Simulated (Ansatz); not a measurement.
## P (layered bulk) (P6_3/mmc): band gap by G0W0 on PBEsol

Wanted: the gap of P (layered bulk) (P6_3/mmc) with a many-body correction, and the time that it takes.

Program: Ansatz 0.2.0. Level of theory: PBEsol, then G0W0 on it, plane waves, PAW. Results are calculated unless marked as measured.

**1. The structure**

It takes space group P6_3/mmc (No. 194, hexagonal). Conventional cell: a = 3.280 Å, b = 3.280 Å, c = 9.480 Å, α = 90.00°, β = 90.00°, γ = 120.00°. P has 3 P at 2.26 Å nearest.

Structure file:

```cif
data_structure
_symmetry_space_group_name_H-M 'P 1'
_symmetry_Int_Tables_number 1
_cell_length_a 3.2800
_cell_length_b 3.2800
_cell_length_c 9.4800
_cell_angle_alpha 90.000
_cell_angle_beta 90.000
_cell_angle_gamma 120.000
_cell_volume 88.33
loop_
_atom_site_label
_atom_site_type_symbol
_atom_site_fract_x
_atom_site_fract_y
_atom_site_fract_z
_atom_site_occupancy
P1 P 0.33333 0.66667 0.31540 1
P2 P 0.66667 0.33333 0.18460 1
P3 P 0.66667 0.33333 0.81540 1
P4 P 0.33333 0.66667 0.68460 1
```

The start is a generated structure, not a measured one.

The logs state that the PAW files were generated under PBE.

**2. Relaxation**

The structure is relaxed first.

This step: DFT, PBEsol-D3(BJ), plane waves, PAW; PAW set soft_1.

The input, input.yaml:

```yaml
crystal:
  lattice:
    - [3.28, 0.0, 0.0]
    - [-1.64, 2.8405633244, 0.0]
    - [0.0, 0.0, 9.479999996]
  atoms:
    - { symbol: P, position: [0.3333333333, 0.6666666667, 0.3154008438] }
    - { symbol: P, position: [0.6666666667, 0.3333333333, 0.1845991562] }
    - { symbol: P, position: [0.6666666667, 0.3333333333, 0.8154008438] }
    - { symbol: P, position: [0.3333333333, 0.6666666667, 0.6845991562] }
kpoints:
  mp_grid: { grid: [9, 9, 2] }
hamiltonian:
  xc: pbesol
  dispersion: d3bj
  pseudopotentials: { kind: paw, azcp: { folder: soft_1 }, xc_functional: pbe }
scf:
  occupations: { method: fermi_dirac, width: 0.02 }
relax:
  f_tol: 0.01
  max_steps: 100
  cell: {}
output:
  write_density: true
  write_potential: true
  elf: true
  volumetric_format: npy
```

Command:

```sh
ansatz run input.yaml --threads 3 --pin off --max-ram 92160MiB --backend cuda --events-out ev --progress --plain --runs-dir out --devices 1 --max-vram 13GiB
```

Numbers of over 12 decimals in the logs are rounded to 6 here.

Output:

```text
GPUs: using 1 of 1 available (devices: 1).
Engine: ansatz 0.2.0, x86_64-unknown-linux-gnu
Pseudopotentials: kind: paw
Pseudopotential: P, paw, valence charge 5, recommended cutoff 420 eV (normal), soft_1/P.paw.azcp
Functional definition: PBEsol
  exchange = pbesol_x
  correlation = pbesol_c
device memory: the entry about to start is reckoned to put 0.7 GiB on a device that reports 38.8 GiB free (of which the cap on the GPU budget leaves the run 13.0 GiB)
GPU FFT provider: cuFFT
GPU libraries: cuBLAS 13.8.2, cuFFT 12.4.0, cuSOLVER 12.3.4
Crystal: 4 atoms, lattice volume = 88.326 Å³
Basis set: ecut = 420 eV, 1783 PW (Γ), exchange–correlation on 48×48×128 points (8 copies of the dense FFT grid, shifted against one another)
Bands: 14, of which v1, the nominal top of the filled ones, is band 10 counted from 1 (9 counted from 0)
Symmetry: 24 space group operations
Space group: P63/mmc (ITA 194), of the structure as read, at distance tolerance 4.5e-5 Å
k-points: 24 of 162
Non-local potential: P, projectors of the file, l = 0: 2, l = 1: 2, l = 2: 1
PAW form: soft (Blöchl's): semilocal exchange-correlation on the pseudo side does not see the compensation charge
PAW frozen core: P, regenerated for the run's functional, and the local potential with it (the file was generated under x = pbe(κ = 0.804, μ = 0.219515), c = pbe(β = 0.066725))
PAW one-centre angular grid: P, 110 points (default); XC on 64 Gauss nodes
Initial density: superposition of atomic densities (chi_scale 0.1, normalization cell)
Initial wavefunctions: pseudopotential atomic-orbital guess
GPU buffer pool allocated for 36864 grid points (all kernels)
GPU transforms: local potential and band sums: pruned to the plane-wave sphere, on 24×24×64
Functional: x = pbesol(κ = 0.804, μ = 0.123457), c = pbesol(β = 0.046)
SCF iter   1: F=—  HF=-2960.987854 eV  |F-HF|=—  |Δ(HF+E_count)|=         —  Δρ=3.50e-2  dr2=8.00e-1  ethr=3.10e-3  ⟨swp⟩=8.4  Hψ=2830  notcnv=0
preconditioner: auto → none  [insulator: Δε(μ)=0.142 eV  Ē_g=8.798 eV  σ=0.020 eV  W_gap=0.94  n_scr=6 (ndim 8)  ℏωp=17.7 eV  f_vac=0.000  D(μ)=0.26/eV (n_scr^D=2)  ε∞_Penn≈5.0]
SCF iter   2: F=—  HF=-2960.780293 eV  |F-HF|=—  |Δ(HF+E_count)|=   2.08e-1  Δρ=1.57e-2  dr2=1.37e-1  ethr=3.10e-3  ⟨swp⟩=1.7  Hψ=569  notcnv=0
SCF iter   3: F=—  HF=-2960.742986 eV  |F-HF|=—  |Δ(HF+E_count)|=   3.73e-2  Δρ=1.11e-3  dr2=7.80e-4  ethr=6.87e-4  ⟨swp⟩=2.9  Hψ=614  notcnv=0
SCF iter   4: F=—  HF=-2960.742939 eV  |F-HF|=—  |Δ(HF+E_count)|=   4.73e-5  Δρ=2.57e-4  dr2=7.53e-5  ethr=3.90e-6  ⟨swp⟩=2.5  Hψ=715  notcnv=0
SCF iter   5: F=—  HF=-2960.742937 eV  |F-HF|=—  |Δ(HF+E_count)|=   2.48e-6  Δρ=4.21e-5  dr2=2.29e-6  ethr=3.76e-7  ⟨swp⟩=2.1  Hψ=546  notcnv=0
SCF iter   6: F=—  HF=-2960.742937 eV  |F-HF|=—  |Δ(HF+E_count)|=   1.24e-7  Δρ=1.51e-5  dr2=1.02e-7  ethr=5.00e-10  ⟨swp⟩=11.8  Hψ=3030  notcnv=0
SCF iter   7: F=-2960.742937 eV  HF=-2960.742937 eV  |F-HF|=2.09e-9  |Δ(HF+E_count)|=   5.98e-8  Δρ=2.43e-6  dr2=4.81e-9  ethr=5.00e-10  ⟨swp⟩=9.7  Hψ=2298  notcnv=0
SCF 1 converged in 7 iterations: F = -2960.742937 eV  dr2 = 4.81e-9
  greatest PAW one-centre occupation: 0.815 electrons in one spin orbital (limit 2), on the P atom at site 3 (counted from 0), in its partial waves of l = 0
relax step   1: F+E_penalty+E_count = -2960.74293669 eV  Δ(F+E_penalty+E_count) = +0.000e0 eV  max|allowed force component| = 2.068e-1 eV/Å  Δτ_max = 0.0000 Å  P = -2.317 GPa  Ω = 88.326 Å³  (7 SCF iters, dr2 threshold 1.00e-7 eV, accepted)
[...]
relax step   2: F+E_penalty+E_count = -2960.79419280 eV  Δ(F+E_penalty+E_count) = -5.126e-2 eV  max|allowed force component| = 5.273e-1 eV/Å  Δτ_max = 0.0015 Å  P = -0.589 GPa  Ω = 86.987 Å³  energy of the carried Pulay correction = +6.577e-5 eV  (6 SCF iters, dr2 threshold 4.00e-7 eV, accepted)
[...]
relax step   3: F+E_penalty+E_count = -2960.81327023 eV  Δ(F+E_penalty+E_count) = -1.908e-2 eV  max|allowed force component| = 3.164e-3 eV/Å  Δτ_max = 0.0246 Å  P = -0.104 GPa  Ω = 89.046 Å³  energy of the carried Pulay correction = -3.499e-5 eV  (6 SCF iters, dr2 threshold 4.00e-7 eV, accepted)
[...]
relax step   4: F+E_penalty+E_count = -2960.81336849 eV  Δ(F+E_penalty+E_count) = -9.827e-5 eV  max|allowed force component| = 1.522e-3 eV/Å  Δτ_max = 0.0012 Å  P = -0.007 GPa  Ω = 88.784 Å³  energy of the carried Pulay correction = -2.228e-5 eV  (6 SCF iters, accepted)
[...]
relax step   5: F+E_penalty+E_count = -2960.81360292 eV  Δ(F+E_penalty+E_count) = -2.344e-4 eV  max|allowed force component| = 1.521e-3 eV/Å  Δτ_max = 0.0000 Å  P = -0.001 GPa  Ω = 88.784 Å³  stress off target by 3.85e-3 GPa  SCF on the basis re-selected at this cell (its energy is not comparable with the rows above)  (6 SCF iters)
basis re-selected at this cell: Δ(F+E_penalty+E_count) = -2.344e-4 eV, ΔP = +0.007 GPa vs the last step (what re-selecting the basis moved, of the pressure what is left beyond the Pulay correction that the steps carried, after the strain that the cell walked since its last selection, with what the two solves' SCF thresholds leave and, on support functions, any second-order correction that the steps lacked; it is no measure of the basis error at this ecutwfc). The dense FFT grid was sized anew with the basis: this SCF ran on 24×24×72 points, the steps before it on 24×24×64, so part of this shift can come from that change (see relax.cell in the input reference). [rest of the remark cut]
SCF converged after 6 iterations
Free energy (F): -2960.813603 eV
Harris-Foulkes:  -2960.813603 eV  (|F-HF|=9.09e-13)
Internal energy: -2960.813603 eV  (E = F + TS)
E sigma→0 (E₀):  -2960.813603 eV
Fermi energy:    5.628006 eV
--- Per-component energies (eV) ---
  E_band       = -17.786255
  E_kinetic    = 273.634816
  E_local      = -433.024941  (includes V_loc(G=0)·N_el)
  E_nonlocal   = 131.445385
  E_hartree    = 141.895561
  E_xc         = -287.561398
  E_vxc        = -242.776701  (∫ρ·V_xc dr)
  E_paw        = -2172.857213  (= ΣΔE_a)
  E_vpaw       = -30.855951  (= ΣTr[D̂ρ^β])
  E_aug_tail   = -0.000001  (compensation charges beyond the density's cutoff)
  E_ewald      = -613.539053
  E_disp       = -0.991143  (pairwise vdW)
  E_core_change = 0.184385  (= ΣΔE_core)
  E_smearing   = -0.000000  (= −TS)
  E_closure    = 0.000000  (closes the sum)
  Σ components = -2960.813603   (vs F -2960.813603, Δ=0.00e0)
--- Forces (eV/Å), atoms counted from 1 ---
  atom   1  P      0.00000000    -0.00000000    -0.00152132
  atom   2  P      0.00000000     0.00000000     0.00152132
  atom   3  P     -0.00000000     0.00000000    -0.00152132
  atom   4  P      0.00000000    -0.00000000     0.00152132
  max |Σ_I F_I| component: 7.40e-17 eV/Å
--- Stress (GPa, compression-positive) ---
       -0.002950      -0.000000       0.000000
       -0.000000      -0.002950       0.000000
        0.000000       0.000000       0.003853
  P = ⅓ Tr σ = -0.0007 GPa (-0.007 kbar)
--- Band table (eV; the first three rows and the last of 24) ---
  k-point 0: bands = [... 6 lower, 4.5167, 4.5477, 4.5477, 5.1238, 8.4991, 8.4991, 8.5843, 8.5843]
  k-point 1: bands = [... 6 lower, 4.5321, 4.5321, 4.5321, 4.5321, 8.5415, 8.5415, 8.5415, 8.5415]
  k-point 2: bands = [... 6 lower, 3.0695, 4.0592, 4.0925, 5.2045, 7.9421, 8.0853, 9.0572, 9.1677]
  k-point 23: bands = [... 6 lower, 2.3211, 2.3211, 2.8782, 2.8782, 6.2987, 6.2987, 9.8076, 9.8076]
--- Relaxed structure (4 steps of the walk, 4 accepted, 1 SCFs on fresh bases) ---
  F+E_penalty+E_count = -2960.81360292 eV   max|allowed force component| = 1.521e-3 eV/Å   (the final SCF, on the basis selected at the relaxed cell)
  cell:  # Å, volume = 88.7839 Å³
    - [3.208635, 0.0, 0.0]
    - [-1.604318, 2.778760, 0.0]
    - [0.0, 0.0, 9.957794]
  atoms:
    - { symbol: P, position: [0.333333, 0.666667, 0.312769] }
    - { symbol: P, position: [0.666667, 0.333333, 0.187231] }
    - { symbol: P, position: [0.666667, 0.333333, 0.812769] }
    - { symbol: P, position: [0.333333, 0.666667, 0.687231] }
```

The job ended after 6.8 s (1 × NVIDIA H100 80GB HBM3 (shared by 6 runs) with 3 threads of AMD EPYC 7R13 (Zen 3), shared host; peak memory 0.95 GiB).

Step by step:

| step | energy less that of the first step (eV) | largest force component (eV/Å) | pressure (GPa) | volume (Å³) |
| --- | --- | --- | --- | --- |
| 1 | 0.0000 | 0.2068 | -2.32 | 88.33 |
| 2 | -0.0513 | 0.5273 | -0.59 | 86.99 |
| 3 | -0.0703 | 0.0032 | -0.10 | 89.05 |
| 4 | -0.0704 | 0.0015 | -0.01 | 88.78 |
| 5* | -0.0707 | 0.0015 | 0.00 | 88.78 |

Relaxation steps marked * repeat the geometry before them on a plane-wave basis chosen anew for their cell, so energy and pressure can jump there.

The run keeps the 24 symmetry operations that it works with, so distortions that break them were not tested.

| conventional cell, symmetrised | before | after | change |
| --- | --- | --- | --- |
| a (Å) | 3.280 | 3.209 | -2.2 % |
| b (Å) | 3.280 | 3.209 | -2.2 % |
| c (Å) | 9.480 | 9.958 | +5.0 % |
| volume (Å³/atom) | 22.08 | 22.20 | +0.5 % |

The atoms that moved most (Å, as changes of fractional coordinates times the final cell):

| atom | dx | dy | dz | length |
| --- | --- | --- | --- | --- |
| P2 | 0.000 | 0.000 | 0.026 | 0.026 |
| P1 | 0.000 | 0.000 | -0.026 | 0.026 |
| P3 | 0.000 | 0.000 | -0.026 | 0.026 |
| P4 | 0.000 | 0.000 | 0.026 | 0.026 |

Final coordinates:

```xyz
4
Lattice="3.2086 0.0000 0.0000 -1.6043 2.7788 0.0000 0.0000 0.0000 9.9578" Properties=species:S:1:pos:R:3 pbc="T T T"
P     0.0000    1.8525    3.1145
P     1.6043    0.9263    1.8644
P     1.6043    0.9263    8.0934
P     0.0000    1.8525    6.8433
```

The program's warnings for this run: band table not solved further.

(Continued in part 2 of 3.)

[Paths, hosts, dates, memory and timing lines, banners, echoed tables and standing remarks are left out of the program output.]

[Logs are printed without paths, hosts, clocks, repeated set-up lines and the standing remarks that a program may print on its own settings, such as how far it seeks lower states.]

[Runs of the session that timed out or met a known fault of the program may be left out.]

[Cells called generated may have been cut or substituted from an entry of the Crystallography Open Database or the Materials Project.]

[Hosts, paths, dates, database ids (printed as entryN), source tags and the programs' standing remarks are cut or masked in the printed files.]

[Where an RPA ε∞ is given, it is that of the G0W0 mesh and is not shown converged in it. Names of k-points follow the symmetry that the program found, which can be lower than the space group named. Band edges on a path are those of the sampled points; other points can move an edge, and change direct to indirect where valleys lie close.]

[Hybrid gaps are those of their k-mesh and are not shown converged in it.]
